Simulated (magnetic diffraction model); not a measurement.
## Solving a magnetic structure from powder neutron data: Zr3VCr3P2

Space group P-62m (no. 189), a = 6.6040 Å, c = 3.3180 Å.

```csv
site,atom,x,y,z
3g,Zr,0,0.6028,1/2
3f,Cr,0.7496,0.7496,0
1b,V,0,0,1/2
2c,P,1/3,2/3,0
```

The compound is invented for this exercise: a known structure type with other elements, its cell scaled to their sizes and not relaxed.

Only Cr is taken to order (form factors of Cr2+); orders and moment sizes are assumed, and not adapted to the symmetry. Radiation: neutrons of λ = 2.52 Å, 5° to 85°; isotropic B of 0.27 Å² (Zr), 0.28 Å² (Cr), 0.33 Å² (V) and 0.29 Å² (P). Simulated constant-wavelength pattern: nuclear and magnetic terms add, the magnetic one as |2.695 fm × Σ f S⊥ exp(2πi Q·r) exp(−B s²)|², summed over all Q at one angle with the factor 1/(sin²θ cos θ). For collinear order S is the moment m, which repeats by lattice and centring translations R with the sign exp(−2πi k·R). Free-ion form factors, Sears's scattering lengths of 1992, no absorption; a label names one of the reflections at its angle. The strongest nuclear line in the range is 100, and lines under 0.2 are left out.

Above the ordering temperature:

```tsv
2θ (°)	index	I
25.45	(1 0 0)	12.7
44.86	(1 1 0)	9.1
52.08	(1 0 1)	1.8
52.29	(2 0 0)	0.3
65.14	(1 1 1)	100.0
71.14	(2 0 1)	42.5
71.31	(2 1 0)	42.2
82.74	(3 0 0)	31.1
```

Below it (cell unchanged):

```csv
2θ (°),I
21.89,12.3
25.45,12.7
33.82,2.1
44.86,9.1
50.45,3.0
52.08,1.8
52.29,0.3
57.34,0.4
65.14,100.0
69.45,0.6
71.14,42.5
71.31,42.2
75.29,0.3
75.62,1.5
82.74,31.1
```

**Question.** Find the propagation vector, then choose among these models:
A. collinear moments along [101], 1.21 μB on Cr; signs + at (0.7496, 0.7496, 0), − at (0.2504, 0, 0), + at (0, 0.2504, 0)
B. collinear moments along [120], 1.21 μB on Cr; signs + at (0.7496, 0.7496, 0), + at (0.2504, 0, 0), + at (0, 0.2504, 0)
C. collinear moments along [120], 1.21 μB on Cr; signs + at (0.7496, 0.7496, 0), − at (0.2504, 0, 0), + at (0, 0.2504, 0)
D. collinear moments along [101], 1.21 μB on Cr; signs + at (0.7496, 0.7496, 0), + at (0.2504, 0, 0), + at (0, 0.2504, 0)

The new lines index as (0 0 1/2) at 21.89°, (1 0 1/2) at 33.82°, (1 1 1/2) at 50.45° and (2 0 1/2) at 57.34°, that is as H ± k with k = (0 0 1/2). Half indices mean that the moments reverse under translations with k·R a half-integer, and the magnetic cell has twice the primitive volume.

Magnetic intensity, observed (below minus above) and for each model:

| 2θ (°) | index | observed | A | B | C | D |
| --- | --- | --- | --- | --- | --- | --- |
| 21.89 | (0 0 1/2) | 12.3 | 1.1 | 12.3 | 1.4 | 9.8 |
| 33.82 | (1 0 1/2) | 2.1 | 6.5 | 2.1 | 8.9 | 2.0 |
| 50.45 | (1 1 1/2) | 3.0 | 1.1 | 3.0 | 1.9 | 3.2 |
| 57.34 | (2 0 1/2) | 0.4 | 2.2 | 0.4 | 0.7 | 0.4 |
| 69.45 | (0 0 3/2) | 0.6 | <0.2 | 0.6 | <0.2 | 0.4 |
| 75.29 | (1 0 3/2) | 0.3 | 0.8 | 0.3 | 1.0 | 0.2 |
| 75.62 | (2 1 1/2) | 1.5 | 0.8 | 1.5 | 0.7 | 1.7 |

Model B matches.

The structure used: k = (0 0 1/2), collinear moments along [120], 1.21 μB on Cr; signs + at (0.7496, 0.7496, 0), + at (0.2504, 0, 0), + at (0, 0.2504, 0).

[Logs are printed without paths, hosts, clocks, repeated set-up lines and the standing remarks that a program may print on its own settings, such as how far it seeks lower states.]
